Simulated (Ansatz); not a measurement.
# How many bands does the GW gap of AlN (P6_3mc) need?, part 2 of 2

How do accuracy and time trade against each other in G0W0 on AlN (P6_3mc)?

Ansatz 0.2.0; G0W0 on PBE, plane waves, PAW. Known limits of the many-body steps: not at the basis limit; coarse k mesh.

So far. Step 4 (268 empty bands, screening to 200 eV): Against the run with 6×6×4 mesh, 124 empty bands, screening to 120 eV, the gap moves by +0.11 eV. Step 5 (Changing the k mesh: 6×6×2 mesh, 124 empty bands …): Against the run with 6×6×4 mesh, 124 empty bands, screening to 120 eV, the gap moves by +0.016 eV.

The database entry behind the starting cell differs from later determinations by our own check (inner coordinate u about 0.002 short), so it need not match the best structure at ambient conditions.

### Step 6. Changing the frequency model: 6×6×4 mesh, 124 empty bands, screening to 120 eV, plasmon pole

A plasmon pole stands in for the full frequency dependence of the screening; this run shows what that costs in accuracy.

The input, input.yaml:

```yaml
crystal:
  lattice:
    - [3.113, 0.0, 0.0]
    - [-1.5565, 2.695937082, 0.0]
    - [0.0, 0.0, 4.981]
  atoms:
    - { symbol: Al, position: [0.3333333333, 0.6666666667, 0.0] }
    - { symbol: Al, position: [0.6666666667, 0.3333333333, 0.5] }
    - { symbol: "N", position: [0.3333333333, 0.6666666667, 0.38] }
    - { symbol: "N", position: [0.6666666667, 0.3333333333, 0.88] }
kpoints:
  mp_grid: { grid: [6, 6, 4] }
hamiltonian:
  xc: pbe
scf:
  occupations: { method: fixed }
gw:
  n_empty_bands: 124
  ecut_chi: 120
  qp_bands: [v2, c2]
  qp_kpoints: band_edges
  screening: { model: godby_needs }
```

Command:

```
$ ansatz run input.yaml --threads 2 --pin off --max-ram 92160MiB --backend cuda --events-out ev --progress --plain --runs-dir out --devices 1 --max-vram 13GiB  # rebuilt from the run's record
```

Numbers of over 12 decimals in the logs are rounded to 6 here.

What it wrote:

```text
GPUs: using 1 of 1 available (devices: 1).
[...]
GPU FFT provider: cuFFT
GPU libraries: cuBLAS 13.8.2, cuFFT 12.4.0, cuSOLVER 12.3.4
Crystal: 4 atoms, lattice volume = 41.803 Å³
Basis set: ecut = 420 eV, 809 PW (Γ)
Bands: 12, of which v1, the nominal top of the filled ones, is band 8 counted from 1 (7 counted from 0)
Symmetry: 12 space group operations
[...]
k-points: 21 of 144 (time reversal used)
[...]
1    10     13.9058    -8.2242    -4.3885   -13.5428  0.8250    14.8407    14.8358  root
[...]
20     7      6.3424   -21.7357     3.4264   -17.4711  0.7890     5.4997     5.5041  root
    20     8      6.3424   -21.7357     3.4264   -17.4711  0.7890     5.4997     5.5041  root
    20     9     14.5526    -6.8562    -4.4993   -12.2093  0.8162    15.4108    15.4064  root
    20    10     14.5526    -6.8562    -4.4993   -12.2093  0.8162    15.4108    15.4064  root
[key lines of the parts left out:]
SCF converged after 6 iterations
Free energy (F): -1848.496645 eV
Fermi energy:    7.120255 eV
```

Wall time 14 s (1 × NVIDIA H100 80GB HBM3 (shared by 6 runs) with 2 threads of AMD EPYC 7R13 (Zen 3), shared host); peak memory 1.2 GiB.

Numbers from this step:

```
bands summed                                 : 132
plasmon-pole fit frequency                   : 22.97 eV
RPA ε∞ on this mesh (eigenvalues)            : 4.225, 4.225, 4.374
plane waves in the screening matrix          : 135
G0W0 gap on the mesh                         : 5.759 eV
k of the valence top                         : 0, 0, 0
k of the conduction bottom                   : 0, 0, 0
starting gap on the mesh                     : 4.213 eV
least direct G0W0 gap on the computed points : 5.759 eV
```

Against the run with 6×6×4 mesh, 124 empty bands, screening to 120 eV, the gap moves by −0.05 eV.

### Step 7. Changing the files: 6×6×4 mesh, 124 empty bands, screening to 120 eV, hard PAW files

Other atomic data (hard PAW) test the pseudisation: the cutoff goes from 420 to 900 eV and the valence electrons from 16 to 32, which opens shells that were frozen.

input.yaml: that of step 6 with these lines changed.

```diff
@@ -14,2 +14,3 @@
   xc: pbe
+  pseudopotentials: { kind: paw, source: ansatz }
 scf:
@@ -21,2 +22,2 @@
   qp_kpoints: band_edges
-  screening: { model: godby_needs }
+  screening: { model: contour_deformation }
```

What it wrote:

```text
GPUs: using 1 of 1 available (devices: 1).
[...]
GPU FFT provider: cuFFT
GPU libraries: cuBLAS 13.8.2, cuFFT 12.4.0, cuSOLVER 12.3.4
Crystal: 4 atoms, lattice volume = 41.803 Å³
Basis set: ecut = 900 eV, 2587 PW (Γ)
Bands: 20, of which v1, the nominal top of the filled ones, is band 16 counted from 1 (15 counted from 0)
Symmetry: 12 space group operations
[...]
k-points: 21 of 144 (time reversal used)
[...]
1    18     15.5280    -8.1911    -4.4872   -13.5160  0.8211    16.3712    16.3657  root
[...]
20    15      7.9655   -21.7610     3.3577   -17.5013  0.7817     7.0555     7.0635  root
    20    16      7.9655   -21.7610     3.3577   -17.5013  0.7817     7.0555     7.0635  root
    20    17     16.1829    -6.8415    -4.5975   -12.2269  0.8073    16.9768    16.9708  root
    20    18     16.1829    -6.8415    -4.5975   -12.2269  0.8073    16.9768    16.9708  root
[key lines of the parts left out:]
SCF converged after 7 iterations
Free energy (F): -5635.650730 eV
Fermi energy:    8.746617 eV
```

Wall time 14 s (1 × NVIDIA H100 80GB HBM3 (shared by 6 runs) with 2 threads); peak memory 1.3 GiB.

Numbers from this step:

- bands summed: 140
- RPA ε∞ on this mesh (eigenvalues): 4.261, 4.261, 4.409
- plane waves in the screening matrix: 135
- G0W0 gap on the mesh: 5.761 eV
- k of the valence top: 0, 0, 0
- k of the conduction bottom: 0, 0, 0
- starting gap on the mesh: 4.221 eV
- least direct G0W0 gap on the computed points: 5.761 eV

Against the run with 6×6×4 mesh, 124 empty bands, screening to 120 eV, the gap moves by −0.05 eV.

### Step 8. The runs together

Times are wall times on 1 × NVIDIA H100 80GB HBM3 (shared by 6 runs) with 2 threads of AMD EPYC 7R13 (Zen 3), shared host, good to a factor of about two.

```csv
mesh,files,frequency,bands summed,cutoff (eV),start (eV),G0W0 (eV),time,host memory (GiB)
6×6×4,default PAW,contour deformation,52,60,4.213,5.484,12 s,1.00
6×6×4,default PAW,contour deformation,132,120,4.213,5.808,13 s,1.1
6×6×4,default PAW,contour deformation,276,200,4.213,5.914,12 s,1.3
6×6×2,default PAW,contour deformation,132,120,4.213,5.824,8.1 s,1.1
6×6×4,default PAW,plasmon pole,132,120,4.213,5.759,14 s,1.2
6×6×4,hard PAW,contour deformation,140,120,4.221,5.761,14 s,1.3
```

The parts of the quasiparticle energy at the two band edges (eV; QP = start + Σx + Σc − Vxc):

```csv
run,edge,start,Σx,Σc,Vxc,Z,QP
52 bands,valence top,7.12,-21.78,3.66,-17.81,0.79,6.82
52 bands,conduction bottom,11.33,-9.79,-3.69,-14.45,0.82,12.30
132 bands,valence top,7.12,-21.78,3.17,-17.81,0.78,6.32
132 bands,conduction bottom,11.33,-9.79,-3.86,-14.45,0.82,12.13
276 bands,valence top,7.12,-21.78,2.90,-17.81,0.78,6.05
276 bands,conduction bottom,11.33,-9.79,-4.03,-14.45,0.82,11.97
```

### Step 9. Results

* 52 bands, 60 eV: 5.484 eV
* 132 bands, 120 eV: 5.808 eV
* 276 bands, 200 eV: 5.914 eV
* estimated limit in bands and cutoff: 6.01 eV
* mesh and start: 6×6×4, PBE

**Reading.** A line in one over the bands through the two highest rungs gives 6.01 eV, +0.10 eV from the top rung; the pair below gives 6.02 eV, in fair agreement. The rungs stand 0.53 eV (52 bands), 0.20 eV (132 bands) and 0.10 eV (276 bands) from it. From 52 to 276 bands the gap moves by +0.43 eV. Σc changes by −0.77 eV at the valence top and −0.34 eV at the conduction bottom, so the valence edge carries most of the change. On the 6×6×2 mesh in place of 6×6×4 the gap differs by +0.02 eV, of which +0.0003 eV is already in the start. The plasmon-pole model gives −0.05 eV against contour deformation, 3 % of the correction, and saved no time in this program. Hard PAW files move the gap by −0.05 eV at equal bands and cutoff, +0.01 eV of it in the start. The cheapest rung within 0.1 eV of this estimate is that with 276 bands (12 s).

[Paths, hosts, dates, memory and timing lines, banners, echoed tables and standing remarks are left out of the program output.]

[Logs are printed without paths, hosts, clocks, repeated set-up lines and the standing remarks that a program may print on its own settings, such as how far it seeks lower states.]

[Runs of the session that timed out or met a known fault of the program may be left out.]

[Cells called generated may have been cut or substituted from an entry of the Crystallography Open Database or the Materials Project.]

[Hosts, paths, dates, database ids (printed as entryN), source tags and the programs' standing remarks are cut or masked in the printed files.]
